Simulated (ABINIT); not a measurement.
## TlBiSe3 (Pm-3m): zone-centre phonons

Which modes does TlBiSe3 (Pm-3m) have at the zone centre?

Program: ABINIT 10.8.3. Level of theory: DFT LDA, scalar-relativistic, plane waves, HGH norm-conserving pseudopotentials. Results are calculated unless marked as measured.

The structure was built from a prototype and need not be the compound's stable phase.

## 1. The structure

The structure is cubic, space group Pm-3m (No. 221). The conventional cell has a = 5.370 Å, b = 5.370 Å, c = 5.370 Å, α = 90.00°, β = 90.00°, γ = 90.00°. Nearest to Tl lie 12 Se at 3.80 Å. Nearest to Bi lie 6 Se at 2.69 Å. Nearest to Se lie 2 Bi at 2.69 Å. Farther neighbours and most contacts between anions are not listed.

## 2. A first look

A first run with smearing and empty bands tells whether the crystal has a gap, which decides between fixed occupations and smearing later on.

Contents of probe.abi:

```
# ground state
tolvrs 1.0d-08
prtden 1
prtwf 1

# basis, mesh and filling
ecut 20.0
ixc 7
ngkpt 4 4 4
nshiftk 1
shiftk 0.0 0.0 0.0
istwfk *1
occopt 7
tsmear 0.005
nband 20
nstep 100
diemac 9.0
prtebands 0
prtgsr 0

# cell and atoms
acell 10.14858518 10.14858518 10.14858518
rprim 
    1.0 0.0 0.0
    0.0 1.0 0.0
    0.0 0.0 1.0
ntypat 3
znucl 81 83 34
natom 5
typat 1 2 3 3 3
xred 
    0.0 0.0 0.0
    0.5 0.5 0.5
    0.5 0.5 0.0
    0.5 0.0 0.5
    0.0 0.5 0.5
pp_dirpath "./pseudo"
pseudos "Tl.hgh, Bi.hgh, Se.hgh"
```

Run with:

```sh
OMP_NUM_THREADS=1 mpirun -n 4 abinit probe.abi > probe.log
```

Numbers of over 12 decimals in the logs are rounded to 6 here.

probe.abo, the main output file:

```text
[banners, grids, parts of the stress and lines that vanish by symmetry left out]
- input  file    -> probe.abi
- output file    -> probe.abo
- root for input  files -> probei
[...]
Symmetries : space group Pm -3 m (#221); Bravais cP (primitive cubic)
[...]
mpw =        4492          nfft =       91125          nkpt =          10
[...]
== DATASET  1 ==================================================================
[...]
cutoff_energies: {ecut:  20.0, pawecutdg:  -1.0, }
[...]
Exchange-correlation functional for the present dataset will be:
  LDA: Perdew-Wang 92 LSD fit to Ceperley-Alder data - ixc=7
[...]
ETOT  1  -36.126334223895    -3.613E+01 1.901E-02 5.651E+02
 ETOT  2  -36.216898612870    -9.056E-02 3.737E-02 2.325E+01
 ETOT  3  -36.220587687218    -3.689E-03 9.721E-04 5.932E+00
 ETOT  4  -36.221637553287    -1.050E-03 5.180E-04 4.957E-01
 ETOT  5  -36.221767396117    -1.298E-04 2.422E-04 5.059E-02
 ETOT  6  -36.221776064088    -8.668E-06 6.193E-04 1.195E-03
 ETOT  7  -36.221776299821    -2.357E-07 3.428E-05 6.568E-06
 ETOT  8  -36.221776301220    -1.400E-09 9.639E-05 2.589E-08
 ETOT  9  -36.221776301225    -4.434E-12 3.430E-06 7.640E-10
 At SCF step    9       vres2   =  7.64E-10 < tolvrs=  1.00E-08 =>converged.
[...]
sigma(1 1)=  1.19376501E-05  sigma(3 2)=  0.00000000E+00
  sigma(2 2)=  1.19376501E-05  sigma(3 1)=  0.00000000E+00
  sigma(3 3)=  1.19376501E-05  sigma(2 1)=  0.00000000E+00
[...]
convergence: {deltae: -4.434E-12, res2:  7.640E-10, residm:  3.430E-06, diffor: null, }
etotal    :  -3.62217763E+01
[...]
sigma(1 1)=  1.19376501E-05  sigma(3 2)=  0.00000000E+00
  sigma(2 2)=  1.19376501E-05  sigma(3 1)=  0.00000000E+00
  sigma(3 3)=  1.19376501E-05  sigma(2 1)=  0.00000000E+00
[...]
- sigma(1 1)=  3.51217792E-01  sigma(3 2)=  0.00000000E+00
- sigma(2 2)=  3.51217792E-01  sigma(3 1)=  0.00000000E+00
- sigma(3 3)=  3.51217792E-01  sigma(2 1)=  0.00000000E+00
[...]
fcart     -0.0000000000E+00 -0.0000000000E+00 -0.0000000000E+00
           strten      1.1937650122E-05  1.1937650122E-05  1.1937650122E-05
================================================================================

[key lines of the parts left out:]
pressure_GPa:  -3.5122E-01
```

Wall time 9.8 s (4 MPI ranks of Arm Neoverse V2, shared host).

Read from the output:

- volume per atom: 30.98 Å³
- pressure: -0.3512 GPa
- gap on the k-mesh: 0 eV

No gap opens on this mesh, so smearing is kept; the printed pressure holds the stress of the finite basis too.

## 3. Rough relaxation

The typed start is rough, so a first relaxation with smearing and loose thresholds takes it towards rest cheaply.

Contents of prerelax.abi:

```
# relaxation
ionmov 2
optcell 2
dilatmx 1.15
chkdilatmx 0
ntime 40
tolmxf 3.0d-04
tolvrs 1.0d-10
prtwf 0
prtden 0
chksymtnons 0

# basis, mesh and filling
ecut 21.0
ecutsm 3.0
ixc 7
ngkpt 4 4 4
nshiftk 1
shiftk 0.0 0.0 0.0
istwfk *1
occopt 7
tsmear 0.005
nband 20
nstep 100
diemac 1000000.0
prtebands 0
prtgsr 0

# cell and atoms
acell 10.14858518 10.14858518 10.14858518
rprim 
    1.0 0.0 0.0
    0.0 1.0 0.0
    0.0 0.0 1.0
ntypat 3
znucl 81 83 34
natom 5
typat 1 2 3 3 3
xred 
    0.0 0.0 0.0
    0.5 0.5 0.5
    0.5 0.5 0.0
    0.5 0.0 0.5
    0.0 0.5 0.5
pp_dirpath "./pseudo"
pseudos "Tl.hgh, Bi.hgh, Se.hgh"
```

Run with:

```sh
OMP_NUM_THREADS=1 mpirun -n 4 abinit prerelax.abi > prerelax.log
```

prerelax.abo, the main output file:

```text
[banners, grids, parts of the stress and lines that vanish by symmetry left out]
- input  file    -> prerelax.abi
- output file    -> prerelax.abo
- root for input  files -> prerelaxi
[...]
Symmetries : space group Pm -3 m (#221); Bravais cP (primitive cubic)
[...]
mpw =        7400          nfft =      125000          nkpt =          10
[...]
== DATASET  1 ==================================================================
[...]
cutoff_energies: {ecut:  21.0, pawecutdg:  -1.0, }
[...]
Exchange-correlation functional for the present dataset will be:
  LDA: Perdew-Wang 92 LSD fit to Ceperley-Alder data - ixc=7
[...]
ETOT  1  -36.122808994980    -3.612E+01 1.578E-02 7.820E+02
 ETOT  2  -36.214537748745    -9.173E-02 2.764E-03 7.385E+01
 ETOT  3  -36.220258422428    -5.721E-03 1.316E-03 6.886E+00
 ETOT  4  -36.220770214290    -5.118E-04 9.320E-04 3.423E-01
[...]
ETOT  9  -36.220942038942    -9.948E-14 1.087E-05 5.357E-12
 At SCF step    9       vres2   =  5.36E-12 < tolvrs=  1.00E-10 =>converged.
[...]
sigma(1 1)= -2.91841800E-07  sigma(3 2)=  0.00000000E+00
  sigma(2 2)= -2.91841800E-07  sigma(3 1)=  0.00000000E+00
  sigma(3 3)= -2.91841800E-07  sigma(2 1)=  0.00000000E+00
[...]
convergence: {deltae: -9.948E-14, res2:  5.357E-12, residm:  1.087E-05, diffor: null, }
etotal    :  -3.62209420E+01
[...]
At Broyd/MD step   3, gradients are converged :
[...]
sigma(1 1)= -2.91841800E-07  sigma(3 2)=  0.00000000E+00
  sigma(2 2)= -2.91841800E-07  sigma(3 1)=  0.00000000E+00
  sigma(3 3)= -2.91841800E-07  sigma(2 1)=  0.00000000E+00
[...]
- sigma(1 1)= -8.58628221E-03  sigma(3 2)=  0.00000000E+00
- sigma(2 2)= -8.58628221E-03  sigma(3 1)=  0.00000000E+00
- sigma(3 3)= -8.58628221E-03  sigma(2 1)=  0.00000000E+00
[...]
fcart     -0.0000000000E+00 -0.0000000000E+00 -0.0000000000E+00
           strten     -2.9184180048E-07 -2.9184180048E-07 -2.9184180048E-07
================================================================================

[key lines of the parts left out:]
pressure_GPa:   8.5863E-03
Total energy (etotal) [Ha]= -3.62209420389424E+01
```

It took 40 s on 4 MPI ranks; 2.6 min of CPU time.

Relaxation path:

```tsv
step	energy less that of the first step (eV)	largest force (eV/Å)	volume (Å³)
1	0.0000	0.0000	154.89
2	-0.0006	0.0000	155.12
3	-0.0030	0.0000	156.90
```

```tsv
conventional cell, symmetrised	before	after	change
a (Å)	5.370	5.394	+0.4 %
b (Å)	5.370	5.394	+0.4 %
c (Å)	5.370	5.394	+0.4 %
volume (Å³/atom)	30.98	31.38	+1.3 %
```

Numbers from this step:

| Property | Result |
| --- | --- |
| volume per atom | 31.38 Å³ |
| pressure | 0.008586 GPa |

The volume changes by +1.3 % in this run and stands +1.3 % from the first cell.

## 4. Relaxing the cell and atoms

The harmonic expansion needs vanishing forces, and a free crystal bears no stress, so cell and atoms are brought to rest. Stress is more sensitive to the basis than forces are: the last 3 Ha under the cutoff are smoothed with ecutsm, and the cutoff is raised above that of the later runs.

Contents of relax.abi:

```
# relaxation
ionmov 2
optcell 2
dilatmx 1.08
ntime 40
tolmxf 1.0d-05
tolvrs 1.0d-14
prtwf 0
prtden 0
chksymtnons 0

# basis, mesh and filling
ecut 26.0
ecutsm 3.0
ixc 7
ngkpt 4 4 4
nshiftk 1
shiftk 0.0 0.0 0.0
istwfk *1
occopt 7
tsmear 0.01
nband 20
nstep 100
diemac 1000000.0
prtebands 0
prtgsr 0

# cell and atoms
acell 10.19233826 10.19233826 10.19233826
rprim 
    1.0 0.0 0.0
    0.0 1.0 0.0
    0.0 0.0 1.0
ntypat 3
znucl 81 83 34
natom 5
typat 1 2 3 3 3
xred 
    0.0 0.0 0.0
    0.5 0.5 0.5
    0.5 0.5 0.0
    0.5 0.0 0.5
    0.0 0.5 0.5
pp_dirpath "./pseudo"
pseudos "Tl.hgh, Bi.hgh, Se.hgh"
```

Run with:

```sh
OMP_NUM_THREADS=1 mpirun -n 4 abinit relax.abi > relax.log
```

relax.abo, the main output file:

```text
[banners, grids, parts of the stress and lines that vanish by symmetry left out]
- input  file    -> relax.abi
- output file    -> relax.abo
- root for input  files -> relaxi
[...]
Symmetries : space group Pm -3 m (#221); Bravais cP (primitive cubic)
[...]
mpw =        8480          nfft =      157464          nkpt =          10
[...]
== DATASET  1 ==================================================================
[...]
cutoff_energies: {ecut:  26.0, pawecutdg:  -1.0, }
[...]
Exchange-correlation functional for the present dataset will be:
  LDA: Perdew-Wang 92 LSD fit to Ceperley-Alder data - ixc=7
[...]
ETOT  1  -36.130096634551    -3.613E+01 2.740E-02 9.668E+02
 ETOT  2  -36.225929983659    -9.583E-02 1.166E-03 8.203E+01
 ETOT  3  -36.231103897707    -5.174E-03 5.962E-04 1.036E+01
 ETOT  4  -36.231768130241    -6.642E-04 6.880E-04 4.318E-01
 ETOT  5  -36.231818035997    -4.991E-05 7.480E-05 6.064E-02
[...]
At SCF step   12       vres2   =  4.23E-15 < tolvrs=  1.00E-14 =>converged.
[...]
sigma(1 1)= -7.99387664E-06  sigma(3 2)=  0.00000000E+00
  sigma(2 2)= -7.99387664E-06  sigma(3 1)=  0.00000000E+00
  sigma(3 3)= -7.99387664E-06  sigma(2 1)=  0.00000000E+00
[...]
convergence: {deltae:  2.345E-13, res2:  4.227E-15, residm:  1.587E-06, diffor: null, }
etotal    :  -3.62318241E+01
[...]
ETOT  1  -36.231827124553    -3.623E+01 5.020E-07 3.631E-02
[...]
At SCF step   10       vres2   =  5.45E-16 < tolvrs=  1.00E-14 =>converged.
[...]
sigma(1 1)= -7.08075447E-06  sigma(3 2)=  0.00000000E+00
  sigma(2 2)= -7.08075447E-06  sigma(3 1)=  0.00000000E+00
  sigma(3 3)= -7.08075447E-06  sigma(2 1)=  0.00000000E+00
[...]
convergence: {deltae: -2.032E-12, res2:  5.446E-16, residm:  1.412E-07, diffor: null, }
etotal    :  -3.62318299E+01
[...]
ETOT  1  -36.231682043074    -3.623E+01 7.191E-06 2.232E+00
[...]
ETOT 10  -36.231850999954    -1.229E-12 7.119E-07 3.494E-14
 ETOT 11  -36.231850999955    -1.258E-12 1.921E-07 1.480E-16
 At SCF step   11       vres2   =  1.48E-16 < tolvrs=  1.00E-14 =>converged.
[...]
sigma(1 1)= -5.41048585E-08  sigma(3 2)=  0.00000000E+00
  sigma(2 2)= -5.41048585E-08  sigma(3 1)=  0.00000000E+00
  sigma(3 3)= -5.41048585E-08  sigma(2 1)=  0.00000000E+00
[...]
convergence: {deltae: -1.258E-12, res2:  1.480E-16, residm:  1.921E-07, diffor: null, }
etotal    :  -3.62318510E+01
[...]
At Broyd/MD step   3, gradients are converged :
[...]
sigma(1 1)= -5.41048585E-08  sigma(3 2)=  0.00000000E+00
  sigma(2 2)= -5.41048585E-08  sigma(3 1)=  0.00000000E+00
  sigma(3 3)= -5.41048585E-08  sigma(2 1)=  0.00000000E+00
[...]
- sigma(1 1)= -1.59181989E-03  sigma(3 2)=  0.00000000E+00
- sigma(2 2)= -1.59181989E-03  sigma(3 1)=  0.00000000E+00
- sigma(3 3)= -1.59181989E-03  sigma(2 1)=  0.00000000E+00
[...]
fcart     -0.0000000000E+00 -0.0000000000E+00 -0.0000000000E+00
           strten     -5.4104858459E-08 -5.4104858460E-08 -5.4104858462E-08
================================================================================

[key lines of the parts left out:]
pressure_GPa:   1.5918E-03
Total energy (etotal) [Ha]= -3.62318509999552E+01
```

The job ended after 56 s (4 MPI ranks).

Relaxation path:

```tsv
step	energy less that of the first step (eV)	largest force (eV/Å)	volume (Å³)
1	0.0000	0.0000	156.90
2	-0.0002	0.0000	157.01
3	-0.0007	0.0000	157.90
```

```tsv
conventional cell, symmetrised	before	after	change
a (Å)	5.394	5.405	+0.2 %
b (Å)	5.394	5.405	+0.2 %
c (Å)	5.394	5.405	+0.2 %
volume (Å³/atom)	31.38	31.58	+0.6 %
```

Read from the output:

* volume per atom: 31.58 Å³
* pressure: 0.001592 GPa

The volume changes by +0.6 % in this run and stands +1.9 % from the first cell.

## 5. Ground state

The response is built on these wavefunctions, so the potential is converged far more tightly than an energy would need. Smearing stays on, as the first look found no gap above 0.3 eV.

Contents of gs.abi:

```
# ground state
tolvrs 1.0d-16
prtden 1
prtwf 1

# basis, mesh and filling
ecut 20.0
ixc 7
ngkpt 4 4 4
nshiftk 1
shiftk 0.0 0.0 0.0
istwfk *1
occopt 7
tsmear 0.01
nband 20
nstep 100
diemac 1000000.0
prtebands 0
prtgsr 0

# cell and atoms
acell 10.21385673 10.21385673 10.21385673
rprim 
    1.0 0.0 0.0
    0.0 1.0 0.0
    0.0 0.0 1.0
ntypat 3
znucl 81 83 34
natom 5
typat 1 2 3 3 3
xred 
    0.0 0.0 0.0
    0.5 0.5 0.5
    0.5 0.5 0.0
    0.5 0.0 0.5
    0.0 0.5 0.5
pp_dirpath "./pseudo"
pseudos "Tl.hgh, Bi.hgh, Se.hgh"
```

Run with:

```sh
OMP_NUM_THREADS=1 mpirun -n 4 abinit gs.abi > gs.log
```

gs.abo, the main output file:

```text
[banners, grids, parts of the stress and lines that vanish by symmetry left out]
- input  file    -> gs.abi
- output file    -> gs.abo
- root for input  files -> gsi
[...]
Symmetries : space group Pm -3 m (#221); Bravais cP (primitive cubic)
[...]
mpw =        4632          nfft =       91125          nkpt =          10
[...]
== DATASET  1 ==================================================================
[...]
cutoff_energies: {ecut:  20.0, pawecutdg:  -1.0, }
[...]
Exchange-correlation functional for the present dataset will be:
  LDA: Perdew-Wang 92 LSD fit to Ceperley-Alder data - ixc=7
[...]
ETOT  1  -36.122439586870    -3.612E+01 1.029E-02 5.651E+02
 ETOT  2  -36.219794135001    -9.735E-02 1.477E-03 4.601E+01
 ETOT  3  -36.224902926932    -5.109E-03 7.187E-04 6.289E+00
 ETOT  4  -36.225616373919    -7.134E-04 3.839E-04 2.585E-01
 ETOT  5  -36.225668628448    -5.225E-05 2.075E-04 3.450E-02
[...]
ETOT 13  -36.225674575748     1.350E-13 1.358E-06 1.067E-16
 ETOT 14  -36.225674575747     4.761E-13 2.577E-06 4.238E-19
 At SCF step   14       vres2   =  4.24E-19 < tolvrs=  1.00E-16 =>converged.
[...]
sigma(1 1)=  2.66701744E-05  sigma(3 2)=  0.00000000E+00
  sigma(2 2)=  2.66701744E-05  sigma(3 1)=  0.00000000E+00
  sigma(3 3)=  2.66701744E-05  sigma(2 1)=  0.00000000E+00
[...]
convergence: {deltae:  4.761E-13, res2:  4.238E-19, residm:  2.577E-06, diffor: null, }
etotal    :  -3.62256746E+01
[...]
sigma(1 1)=  2.66701744E-05  sigma(3 2)=  0.00000000E+00
  sigma(2 2)=  2.66701744E-05  sigma(3 1)=  0.00000000E+00
  sigma(3 3)=  2.66701744E-05  sigma(2 1)=  0.00000000E+00
[...]
- sigma(1 1)=  7.84663621E-01  sigma(3 2)=  0.00000000E+00
- sigma(2 2)=  7.84663621E-01  sigma(3 1)=  0.00000000E+00
- sigma(3 3)=  7.84663621E-01  sigma(2 1)=  0.00000000E+00
[...]
fcart     -0.0000000000E+00 -0.0000000000E+00 -0.0000000000E+00
           strten      2.6670174395E-05  2.6670174395E-05  2.6670174395E-05
================================================================================

[key lines of the parts left out:]
pressure_GPa:  -7.8466E-01
```

It took 14 s on 4 MPI ranks; 55 s of CPU time.

This step gave:

```yaml
pressure: -0.7847 GPa
```

The cell stands at -0.78 GPa: the relaxation ran with a smoothed and higher cutoff, and the difference is a stress of the finite basis.

[end of part 1 of 4]

[Host names and launcher messages were left out of these logs when they were recorded.]

[Logs are printed without paths, hosts, clocks, repeated set-up lines and the standing remarks that a program may print on its own settings, such as how far it seeks lower states.]

[Hosts, paths, dates, database ids (printed as entryN), source tags and the programs' standing remarks are cut or masked in the printed files.]
